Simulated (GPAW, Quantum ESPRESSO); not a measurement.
**O K-edge XANES of KTaO3 (Pm-3m)**

Aim: the O K edge of KTaO3 (Pm-3m) by two routes, a Lanczos recursion (XSpectra) and a sum over empty bands (GPAW), to see which features are robust.

Program: Quantum ESPRESSO 7.5. Level of theory: core-hole supercells, plane-wave PAW PBE, without spin-orbit coupling (first program; GPAW 26.7.0 follows as the second). Results are calculated unless marked as measured.

An experiment to compare with: “Oxygen vacancy induced electronic structure modification of KTaO$_3$” (2020, arxiv:2005.13281). Oxygen vacancies were introduced into KTaO3 single crystals by annealing in a reducing atmosphere, and the resulting metallic state was studied by transport, photoluminescence and O K-edge X-ray absorption. The spectra were compared with first-principles calculations of isolated and clustered vacancies to identify a mid-gap defect state. It reports O K-edge features by XAS, total fluorescence yield on pristine single crystal; the values are set beside the results at the end.

Report form: the programs' logs are mostly left out.

## 1. The starting structure

Symmetry: Pm-3m, No. 221, cubic system. Conventional cell: a = 3.988 Å, b = 3.988 Å, c = 3.988 Å, α = 90.00°, β = 90.00°, γ = 90.00°. Nearest to Ta lie 6 O at 1.99 Å. Nearest to K lie 12 O at 2.82 Å. Nearest to O lie 2 Ta at 1.99 Å and 4 K at 2.82 Å. Farther neighbours and most contacts between anions are not listed.

## 2. Ground state of the crystal (Quantum ESPRESSO)

The ground state comes first: it tells whether the system has a gap, which decides how the excited electron is treated.

The PAW data sets are made with ld1.x, with reconstruction data.

File scf.in:

```
&control
   calculation='scf', prefix='x', pseudo_dir='../pp', outdir='tmp', tprnfor=.true.
/
&system
   ibrav=0, nat=5, ntyp=4, nbnd=24
   ecutwfc=50, ecutrho=360
   occupations='smearing', smearing='mv', degauss=0.015
/
&electrons
   conv_thr=5.0e-08, electron_maxstep=120
   mixing_beta=0.5
/
ATOMIC_SPECIES
Ta 1.0 Ta.pbe-spn-kjpaw.UPF
K 1.0 K.pbe-spn-kjpaw.UPF
O3 1.0 O.pbe-n-kjpaw.UPF
O 1.0 O.pbe-n-kjpaw.UPF
CELL_PARAMETERS angstrom
  3.98830000 0.00000000 0.00000000
  0.00000000 3.98830000 0.00000000
  0.00000000 0.00000000 3.98830000
ATOMIC_POSITIONS crystal
Ta   0.00000000 0.00000000 0.00000000
K    0.50000000 0.50000000 0.50000000
O3   0.00000000 0.00000000 0.50000000
O    0.00000000 0.50000000 0.00000000
O    0.50000000 0.00000000 0.00000000
K_POINTS automatic
7 7 7 0 0 0
```

On the command line:

```bash
$ OMP_NUM_THREADS=1 mpirun --oversubscribe --bind-to none -np 4 pw.x -nk 4 -in scf.in > scf.out
```

Wall time 23 s (4 MPI ranks of Arm Neoverse V1, shared host); peak memory 0.13 GiB; 91 s of CPU time.

Absorbing atoms carry a label of their own (element plus a letter or digit), as the spectrum program needs them as separate species.

The mesh shows a gap of 2.28 eV, so the hole is first treated in a charged cell, without the excited electron.

## 3. Spectrum without a core hole, O atom 3 (Quantum ESPRESSO)

This cheap baseline ignores the attraction of the hole: it shows the absorber's empty states as they are in the ground state.

The absorber has 2 Ta at 1.99 Å (linear, site symmetry 4/mmm).

File xspectra.in:

```
&input_xspectra
   calculation='xanes_dipole', edge='K'
   prefix='x', outdir='tmp', xiabs=3, xe0=9.8831
   xonly_plot=.false., x_save_file='xanes.sav'
   xniter=3000, xcheck_conv=20, xerror=0.005
   xcoordcrys=.false., xepsilon(1)=1, xepsilon(2)=0, xepsilon(3)=0
/
&plot
   xnepoint=413, xemin=-10, xemax=45, terminator=.true., cut_occ_states=.true.
   xgamma=0.4
/
&pseudos
   filecore='../O.wfc'
/
&cut_occ
   cut_desmooth=0.1, cut_stepl=0.05, cut_stepu=0.05, cut_ierror=1e-5
/
6 6 6 0 0 0
```

On the command line:

```bash
$ OMP_NUM_THREADS=1 mpirun --oversubscribe --bind-to none -np 4 xspectra.x -nk 4 -in xspectra.in > xspectra.out
```

Wall time 53 s (4 MPI ranks); peak memory 0.11 GiB; 3.5 min of CPU time.

The O K spectrum, O atom 3, no core hole (energy from the lowest empty level; intensity scaled to a mean of 1 over the first 20 eV; the points at xe0, where the cut of filled states can leave a spike, are interpolated):

```csv
E (eV),intensity
-2.0,0.04
-1.0,0.07
0.0,0.15
1.0,0.51
2.0,1.02
3.0,1.56
4.0,0.78
5.0,0.36
6.0,0.69
7.0,1.19
8.0,1.72
9.0,2.33
10.0,1.44
11.0,0.92
12.0,1.18
13.0,1.64
14.0,1.61
15.0,0.87
16.0,0.44
17.0,0.39
18.0,0.40
19.0,0.62
20.0,0.80
21.0,1.25
22.0,0.97
23.0,0.59
24.0,0.35
25.0,0.22
26.0,0.27
27.0,0.29
28.0,0.60
29.0,0.64
30.0,0.66
31.0,0.59
32.0,0.86
```

Main maxima below 24 eV (height): 2.5 eV (1.60), 9.2 eV (2.35), 11.7 eV (1.30), 13.3 eV (1.85) and 20.9 eV (1.26). A K edge sees empty p states; the first features are O p mixed into the empty d states of the Ta neighbours, and the broad ones above probably into the cations' higher empty bands.

## 4. Another broadening

The final state's lifetime shortens with energy, so measured features broaden above the edge; the saved Lanczos coefficients are redrawn with a width that grows.

File xspectra_plot.in:

```
&input_xspectra
   calculation='xanes_dipole', edge='K'
   prefix='x', outdir='tmp', xiabs=3, xe0=9.8831
   xonly_plot=.true., x_save_file='xanes.sav'
   xniter=3000, xcheck_conv=20, xerror=0.005
   xcoordcrys=.false., xepsilon(1)=1, xepsilon(2)=0, xepsilon(3)=0
/
&plot
   xnepoint=413, xemin=-10, xemax=45, terminator=.true., cut_occ_states=.true.
   gamma_mode='variable', gamma_energy(1)=4, gamma_energy(2)=25, gamma_value(1)=0.3, gamma_value(2)=2.5
/
&pseudos
   filecore='../O.wfc'
/
&cut_occ
   cut_desmooth=0.1, cut_stepl=0.05, cut_stepu=0.05, cut_ierror=1e-5
/
6 6 6 0 0 0
```

On the command line:

```bash
$ OMP_NUM_THREADS=1 xspectra.x -in xspectra_plot.in > xspectra_plot.out
```

The job ended after 4.8 s (1 MPI rank; peak memory 0.04 GiB).

With a Lorentzian half width 0.3 eV up to 4 eV, rising linearly to 2.5 eV at 25 eV (counted from xe0, 1.1 eV below the zero used here), the maxima are 2.5 eV (1.82), 3.0 eV (1.70), 9.0 eV (1.74), 13.2 eV (1.27) and 20.8 eV (0.77).

## 5. Supercell without a hole, the energy reference (Quantum ESPRESSO)

The photon energy needs a difference of total energies, so the cell and mesh of the coming hole run are first run without a hole.

File scf.in:

```
&control
   calculation='scf', prefix='x', pseudo_dir='../pp', outdir='tmp', tprnfor=.true.
/
&system
   ibrav=0, nat=20, ntyp=3, nbnd=84
   ecutwfc=50, ecutrho=360
   occupations='fixed'
/
&electrons
   conv_thr=2.0e-07, electron_maxstep=120
   mixing_beta=0.5
/
ATOMIC_SPECIES
Ta 1.0 Ta.pbe-spn-kjpaw.UPF
K 1.0 K.pbe-spn-kjpaw.UPF
O 1.0 O.pbe-n-kjpaw.UPF
CELL_PARAMETERS angstrom
  3.98830000 3.98830000 3.98830000
  -3.98830000 3.98830000 -3.98830000
  -3.98830000 3.98830000 3.98830000
ATOMIC_POSITIONS crystal
Ta   0.00000000 0.00000000 0.00000000
Ta   0.50000000 0.50000000 0.00000000
Ta   0.00000000 0.50000000 0.50000000
Ta   0.50000000 0.00000000 0.50000000
K    0.50000000 0.00000000 0.00000000
K    0.00000000 0.50000000 0.00000000
K    0.50000000 0.50000000 0.50000000
K    0.00000000 0.00000000 0.50000000
O    0.00000000 0.75000000 0.25000000
O    0.50000000 0.25000000 0.25000000
O    0.00000000 0.25000000 0.75000000
O    0.50000000 0.75000000 0.75000000
O    0.25000000 0.25000000 0.00000000
O    0.75000000 0.75000000 0.00000000
O    0.25000000 0.75000000 0.50000000
O    0.75000000 0.25000000 0.50000000
O    0.25000000 0.00000000 0.75000000
O    0.75000000 0.50000000 0.75000000
O    0.25000000 0.50000000 0.25000000
O    0.75000000 0.00000000 0.25000000
K_POINTS automatic
3 3 3 0 0 0
```

On the command line:

```bash
$ OMP_NUM_THREADS=1 mpirun --oversubscribe --bind-to none -np 4 pw.x -nk 4 -in scf.in > scf.out
```

The job ended after 99 s (4 MPI ranks; peak memory 0.39 GiB).

Reference energy: -1788669.433 eV with the cores included.

## 6. The atom with a core hole (Quantum ESPRESSO)

The frozen core must hold the hole, so the absorber gets a data set of its own.

File O.pbe-n-kjpaw-1sch.ld1.in:

```
&input
   title='O', zed=8., rel=1, iswitch=3, dft='PBE',
   config='1s1 2s2 2p5'
/
&inputp
   file_pseudopw='O.pbe-n-kjpaw-1sch.UPF', author='',
   lpaw=.true.,
   pseudotype=3,
   lloc=-1,
   rcloc=1.1,
   which_augfun='PSQ',
   rmatch_augfun_nc=.true.,
   nlcc=.true.,
   new_core_ps=.true.,
   rcore=0.7,
   tm=.true.,
   zval=7,
   lgipaw_reconstruction=.true., use_paw_as_gipaw=.true.
/
4
2S  1  0  2.00  0.00  1.00  1.30  0.0
2S  1  0  0.00  1.00  1.00  1.30  0.0
2P  2  1  5.00  0.00  0.90  1.35  0.0
2P  2  1  0.00  0.05  0.90  1.35  0.0
```

On the command line:

```bash
$ ld1.x < O.pbe-n-kjpaw-1sch.ld1.in > O.pbe-n-kjpaw-1sch.ld1.out
```

Run time: 0.66 s. Hardware: 1 MPI rank; peak memory 0.12 GiB.

Removing the core electron and adding it to the valence shell costs the free atom 534.9 eV.

## 7. Supercell with FCH, O atom 3 (Quantum ESPRESSO)

The holes are 6.9 Å apart. The excited electron is left out and a uniform background balances the charge.

scf.in, as its differences from that of step 5:

```diff
@@ -4,5 +4,6 @@
 &system
-   ibrav=0, nat=20, ntyp=3, nbnd=84
+   ibrav=0, nat=20, ntyp=4, nbnd=84
    ecutwfc=50, ecutrho=360
    occupations='fixed'
+   tot_charge=1
 /
@@ -15,2 +16,3 @@
 K 1.0 K.pbe-spn-kjpaw.UPF
+O0 1.0 O.pbe-n-kjpaw-1sch.UPF
 O 1.0 O.pbe-n-kjpaw.UPF
@@ -29,3 +31,3 @@
 K    0.00000000 0.00000000 0.50000000
-O    0.00000000 0.75000000 0.25000000
+O0   0.00000000 0.75000000 0.25000000
 O    0.50000000 0.25000000 0.25000000
```

On the command line:

```bash
$ OMP_NUM_THREADS=1 mpirun --oversubscribe --bind-to none -np 4 pw.x -nk 4 -in scf.in > scf.out
```

It took 2.5 min on 4 MPI ranks; peak memory 0.42 GiB; 9.8 min of CPU time.

Energy with the hole: -1788142.382 eV, cores included.

## 8. Spectrum with FCH, O atom 3 (Quantum ESPRESSO)

The Lanczos recursion gives the spectrum without computing empty bands; each polarisation needs a run of its own on the full k mesh. xe0 is set between filled and empty states, and states below it are cut. The file of filecore holds the core orbital, taken from the hole-free data set.

xspectra.in, as its differences from that of step 3:

```diff
@@ -2,3 +2,3 @@
    calculation='xanes_dipole', edge='K'
-   prefix='x', outdir='tmp', xiabs=3, xe0=9.8831
+   prefix='x', outdir='tmp', xiabs=3, xe0=9.8952
    xonly_plot=.false., x_save_file='xanes.sav'
@@ -17,2 +17,2 @@
 /
-6 6 6 0 0 0
+4 4 4 0 0 0
```

xspectra_1.in, as its differences from xspectra.in of step 8:

```diff
@@ -5,3 +5,3 @@
    xniter=3000, xcheck_conv=20, xerror=0.005
-   xcoordcrys=.false., xepsilon(1)=1, xepsilon(2)=0, xepsilon(3)=0
+   xcoordcrys=.false., xepsilon(1)=0, xepsilon(2)=0, xepsilon(3)=1
 /
```

On the command line:

```bash
$ OMP_NUM_THREADS=1 mpirun --oversubscribe --bind-to none -np 4 xspectra.x -nk 4 -in xspectra.in > xspectra.out
```

Elapsed: 4.5 min, on 4 MPI ranks; peak memory 0.28 GiB.

The O K spectrum, O atom 3, full core hole (charged cell) (energy from the lowest empty level; intensity scaled to a mean of 1 over the first 20 eV; the points at xe0, where the cut of filled states can leave a spike, are interpolated):

```csv
E (eV),intensity
-2.0,0.05
-1.0,0.08
0.0,0.17
1.0,0.61
2.0,1.28
3.0,0.76
4.0,0.48
5.0,0.76
6.0,1.29
7.0,2.16
8.0,2.52
9.0,1.78
10.0,0.97
11.0,0.82
12.0,1.17
13.0,1.24
14.0,0.96
15.0,0.51
16.0,0.36
17.0,0.37
18.0,0.48
19.0,0.85
20.0,1.02
21.0,1.24
22.0,0.77
23.0,0.45
24.0,0.34
25.0,0.26
26.0,0.30
27.0,0.48
28.0,0.90
29.0,0.79
30.0,0.85
31.0,0.84
32.0,1.11
```

Main maxima below 24 eV (height): 2.3 eV (1.63), 7.7 eV (2.62), 12.6 eV (1.36), 19.0 eV (0.85) and 20.6 eV (1.49). 

The hole costs E(hole) − E(ground) = 527.05 eV, and the lowest empty level of the hole cell lies at 10.92 eV, which puts the zero at 537.97 eV. One term is added: -8.91 eV, since the hole is spin-paired here and a spin-polarised one costs that much less in the free atom (computed apart). The photon energy is then 529.06 eV. The functional and the charged cell's background leave an error of a few eV in such absolute values.

## 9. Another broadening

xspectra_plot.in, as its differences from that of step 4:

```diff
@@ -2,3 +2,3 @@
    calculation='xanes_dipole', edge='K'
-   prefix='x', outdir='tmp', xiabs=3, xe0=9.8831
+   prefix='x', outdir='tmp', xiabs=3, xe0=9.8952
    xonly_plot=.true., x_save_file='xanes.sav'
@@ -17,2 +17,2 @@
 /
-6 6 6 0 0 0
+4 4 4 0 0 0
```

On the command line:

```bash
$ OMP_NUM_THREADS=1 xspectra.x -in xspectra_plot.in > xspectra_plot.out
```

Elapsed: 2.6 s, on 1 MPI rank; peak memory 0.04 GiB.

With a Lorentzian half width 0.3 eV up to 4 eV, rising linearly to 2.5 eV at 25 eV (counted from xe0, 1.0 eV below the zero used here), the maxima are 2.3 eV (1.90), 7.7 eV (2.15), 12.2 eV (1.09) and 20.3 eV (0.81).

## 10. Supercell with XCH, O atom 3 (Quantum ESPRESSO)

The holes are 6.9 Å apart. The excited electron is kept in the cell, where it fills the lowest empty states and screens the hole.

Changed against the first core-hole run: core hole to XCH.

scf.in, as its differences from that of step 7:

```diff
@@ -4,6 +4,5 @@
 &system
-   ibrav=0, nat=20, ntyp=4, nbnd=84
+   ibrav=0, nat=20, ntyp=4, nbnd=100
    ecutwfc=50, ecutrho=360
-   occupations='fixed'
-   tot_charge=1
+   occupations='smearing', smearing='gaussian', degauss=0.003
 /
```

On the command line:

```bash
$ OMP_NUM_THREADS=1 mpirun --oversubscribe --bind-to none -np 4 pw.x -nk 4 -in scf.in > scf.out
```

The job ended after 1.9 min (4 MPI ranks; peak memory 0.43 GiB; 7.7 min of CPU time).

Energy with the hole: -1788131.032 eV, cores included.

## 11. Excitation energy, O atom 3 (Quantum ESPRESSO)

With the excited electron kept in the cell the system stays neutral, and the energy difference is an excitation energy by itself. In a small cell that electron takes up a good share of the lowest empty band, or all of one, which shifts the value from the true onset.

The total-energy difference is 538.40 eV. With the free-atom term of -8.91 eV for this edge, the photon energy is 529.49 eV.

## 12. Ground state of the crystal (GPAW)

The second program starts from its own ground state, on the same cell and functional.

File scf.py:

```python
import numpy as np
from ase import Atoms
from ase.parallel import parprint, paropen
from gpaw import GPAW, PW, FermiDirac, Mixer, MixerDif, setup_paths
from gpaw.test import gen
setup_paths.insert(0, '.')
gen('O', name='nch1s', xcname='PBE', corehole=(1, 0, 0), write_xml=True)
from gpaw.mpi import world
world.barrier()

atoms = Atoms('TaKO3',
    cell=[[3.9883, 0, 0],
     [0, 3.9883, 0],
     [0, 0, 3.9883]],
    scaled_positions=[[0, 0, 0],
     [0.5, 0.5, 0.5],
     [0, 0, 0.5],
     [0, 0.5, 0],
     [0.5, 0, 0]],
    pbc=True)
atoms.calc = calc = GPAW(legacy_gpaw=True, mode=PW(500, force_complex_dtype=True), xc='PBE', setups={2: 'nch1s'},
    kpts={'size': (6, 6, 6), 'gamma': True}, occupations=FermiDirac(0.05),
    charge=0, mixer=Mixer(0.1, 5, 50), maxiter=150,
    convergence={'density': 0.0001, 'eigenstates': 1e-6}, txt='scf.txt')
energy = atoms.get_potential_energy() + calc.get_reference_energy()
ef = calc.get_fermi_level()
out = dict(energy=energy, fermi=ef, forces=atoms.get_forces().tolist())
parprint(f'all-electron energy {energy:.4f} eV, Fermi level {ef:.4f} eV')
ev = np.array([[calc.get_eigenvalues(k, s) for k in range(len(calc.get_ibz_k_points()))] for s in range(calc.get_number_of_spins())])
out['homo'], out['lumo'], out['counts'] = ev[ev < ef].max(), ev[ev > ef].min(), sorted(set((ev < ef).sum((0, 2)).tolist()))
out['filled'] = (ev[:, 0] < ef).sum(1).tolist()
import json
with paropen('out.json', 'w') as f:
    json.dump(out, f)
```

On the command line:

```bash
$ OMP_NUM_THREADS=1 mpirun -n 4 gpaw python scf.py
```

Wall time 11 s (4 MPI ranks); peak memory 0.2 GiB.

The mesh shows a gap of 2.18 eV, so the hole is first treated in a charged cell, without the excited electron.

## 13. Spectrum without a core hole, O atom 3 (GPAW)

This cheap baseline ignores the attraction of the hole: it shows the absorber's empty states as they are in the ground state. The data set with a hole of occupation 0 only carries the core orbital.

File xas.py:

```python
import numpy as np
from ase import Atoms
from ase.parallel import parprint, paropen
from gpaw import GPAW, PW, FermiDirac, Mixer, MixerDif, setup_paths
from gpaw.test import gen
setup_paths.insert(0, '.')
gen('O', name='nch1s', xcname='PBE', corehole=(1, 0, 0), write_xml=True)
from gpaw.mpi import world
world.barrier()

atoms = Atoms('TaKO3',
    cell=[[3.9883, 0, 0],
     [0, 3.9883, 0],
     [0, 0, 3.9883]],
    scaled_positions=[[0, 0, 0],
     [0.5, 0.5, 0.5],
     [0, 0, 0.5],
     [0, 0.5, 0],
     [0.5, 0, 0]],
    pbc=True)
atoms.calc = calc = GPAW(legacy_gpaw=True, mode=PW(500, force_complex_dtype=True), xc='PBE', setups={2: 'nch1s'},
    kpts={'size': (6, 6, 6), 'gamma': True}, occupations=FermiDirac(0.02),
    charge=0, mixer=Mixer(0.1, 5, 50), maxiter=150,
    convergence={'density': 0.0001, 'eigenstates': 1e-6}, txt='scf.txt')
energy = atoms.get_potential_energy() + calc.get_reference_energy()
ef = calc.get_fermi_level()
out = dict(energy=energy, fermi=ef, forces=atoms.get_forces().tolist())
parprint(f'all-electron energy {energy:.4f} eV, Fermi level {ef:.4f} eV')
ev = np.array([[calc.get_eigenvalues(k, s) for k in range(len(calc.get_ibz_k_points()))] for s in range(calc.get_number_of_spins())])
out['homo'], out['lumo'], out['counts'] = ev[ev < ef].max(), ev[ev > ef].min(), sorted(set((ev < ef).sum((0, 2)).tolist()))
out['filled'] = (ev[:, 0] < ef).sum(1).tolist()

from ase.units import Ha
from gpaw.xas import dipole_matrix_elements
nb = int(calc.get_number_of_electrons() / 2) + 46
top, nb = nb, nb + 8 + nb // 12
nscf = calc.fixed_density(kpts={'size': (6, 6, 6), 'gamma': True}, nbands=nb,
    convergence={'bands': top, 'eigenstates': 5e-3}, maxiter=60, txt='nscf.txt')
cell = atoms.cell.array
ops = [cell.T @ U.T @ np.linalg.inv(cell.T) for U in nscf.wfs.kd.symmetry.op_scc]
filled = [20]  # bands filled in the ground state, by spin
E = np.arange(-25, 34, 0.1)
fwhm = np.interp(E, [4, 25], [0.9, 3.5])
Y, X, zero, highest = 0, 0, 1e9, 1e9
for spin in range(nscf.get_number_of_spins()):
    wfs = nscf.wfs
    mine = wfs.bd.get_slice()  # this rank's bands
    A = dipole_matrix_elements(wfs.setups[2])
    eps = np.zeros((wfs.kd.nibzkpts, nb))
    d = np.zeros((3, A.shape[1], wfs.kd.nibzkpts, nb), complex)
    for kpt in wfs.kpt_u:
        if kpt.s == spin and 2 in kpt.P_ani:
            eps[kpt.k, mine] = kpt.eps_n * Ha
            d[:, :, kpt.k, mine] = (kpt.weight * wfs.nspins / 2) ** 0.5 * np.inner(A, kpt.P_ani[2])
    world.sum(eps)
    world.sum(d)
    T = np.einsum('amkn,bmkn->abkn', d, d.conj()).real
    T = sum(np.einsum('ai,ijkn,bj->abkn', R, T, R) for R in ops) / len(ops)
    empty = np.ones_like(eps, bool) & (np.arange(nb) >= filled[spin])
    zero, highest = min(zero, eps[empty].min()), min(highest, eps[:, top - 1].min())
    lines = [(eps, T, empty)] if spin == 0 else lines + [(eps, T, empty)]
for eps, T, empty in lines:
    f = np.einsum('aakn->akn', T).reshape(3, -1)
    x = eps.ravel() - zero
    w = np.interp(x, E, fwhm) / 2.35482
    g = np.exp(-0.5 * ((E[:, None] - x) / w) ** 2) / (w * (2 * np.pi) ** 0.5)
    Y = Y + (f * empty.ravel()) @ g.T
    X = X + (f * ~empty.ravel()) @ g.T
out.update(E=E.round(2).tolist(), xas=Y.tolist(), xes=X.tolist(), zero=zero, valid=highest - zero, nk=len(eps), nb=nb)
for i in range(0, len(E), 10):
    parprint(f'{E[i]:7.2f}', *(f'{v:10.3e}' for v in Y[:, i]))
import json
with paropen('out.json', 'w') as f:
    json.dump(out, f)
```

On the command line:

```bash
$ OMP_NUM_THREADS=1 mpirun -n 4 gpaw python xas.py
```

The job ended after 25 s (4 MPI ranks; peak memory 0.26 GiB).

The O K spectrum, O atom 3, no core hole (energy from the lowest empty level; intensity scaled to a mean of 1 over the first 20 eV):

```csv
E (eV),intensity
-2.0,0.00
-1.4,0.00
-0.8,0.00
-0.2,0.01
0.4,0.15
1.0,0.47
1.6,0.57
2.2,1.51
2.8,1.96
3.4,1.48
4.0,0.69
4.6,0.17
5.2,0.16
5.8,0.46
6.4,0.85
7.0,1.23
7.6,1.63
8.2,1.89
8.8,2.14
9.4,2.04
10.0,1.51
10.6,1.09
11.2,0.98
11.8,1.08
12.4,1.27
13.0,1.50
13.6,1.60
14.2,1.42
14.8,1.07
15.4,0.73
16.0,0.49
16.6,0.38
17.2,0.35
17.8,0.39
18.4,0.47
19.0,0.60
19.6,0.74
20.2,0.88
20.8,0.98
21.4,0.99
22.0,0.92
22.6,0.79
23.2,0.62
23.8,0.47
24.4,0.35
25.0,0.28
25.6,0.26
26.2,0.27
26.8,0.32
27.4,0.40
28.0,0.48
28.6,0.55
29.2,0.61
29.8,0.66
30.4,0.70
31.0,0.74
31.6,0.79
```

Main maxima below 24 eV (height): 2.7 eV (1.98), 9.0 eV (2.17), 13.5 eV (1.60) and 21.2 eV (1.00). 

The same matrix elements for filled bands give the O K emission of O atom 3 (ground-state approximation; energy from the lowest empty level, largest value 1):

```csv
E (eV),emission
-24.00,0.00
-23.25,0.00
-22.50,0.00
-21.75,0.00
-21.00,0.00
-20.25,0.00
-19.50,0.00
-18.75,0.00
-18.00,0.00
-17.25,0.00
-16.50,0.00
-15.75,0.00
-15.00,0.00
-14.25,0.00
-13.50,0.00
-12.75,0.00
-12.00,0.00
-11.25,0.00
-10.50,0.00
-9.75,0.00
-9.00,0.00
-8.25,0.03
-7.50,0.20
-6.75,0.37
-6.00,0.31
-5.25,0.67
-4.50,0.55
-3.75,0.65
-3.00,0.95
-2.25,0.36
-1.50,0.02
-0.75,0.00
0.00,0.00
0.75,0.00
1.50,0.00
2.25,0.00
3.00,0.00
```

Emission maxima: -6.8 eV (0.37), -5.0 eV (0.70) and -3.2 eV (1.00).

(Continued in part 2 of 2.)

[Logs are printed without paths, hosts, clocks, repeated set-up lines and the standing remarks that a program may print on its own settings, such as how far it seeks lower states.]

[Hosts, paths, dates, database ids (printed as entryN), source tags and the programs' standing remarks are cut or masked in the printed files.]

[Lists of maxima count a maximum above −3 eV only where it reaches 4 % of the highest in the window and stands out from its surroundings by 2 % of it (1.5 % where it reaches 55 %); shoulders and weaker maxima are passed over, and of the rest the first, up to two pre-edge ones and the few strongest are named.]
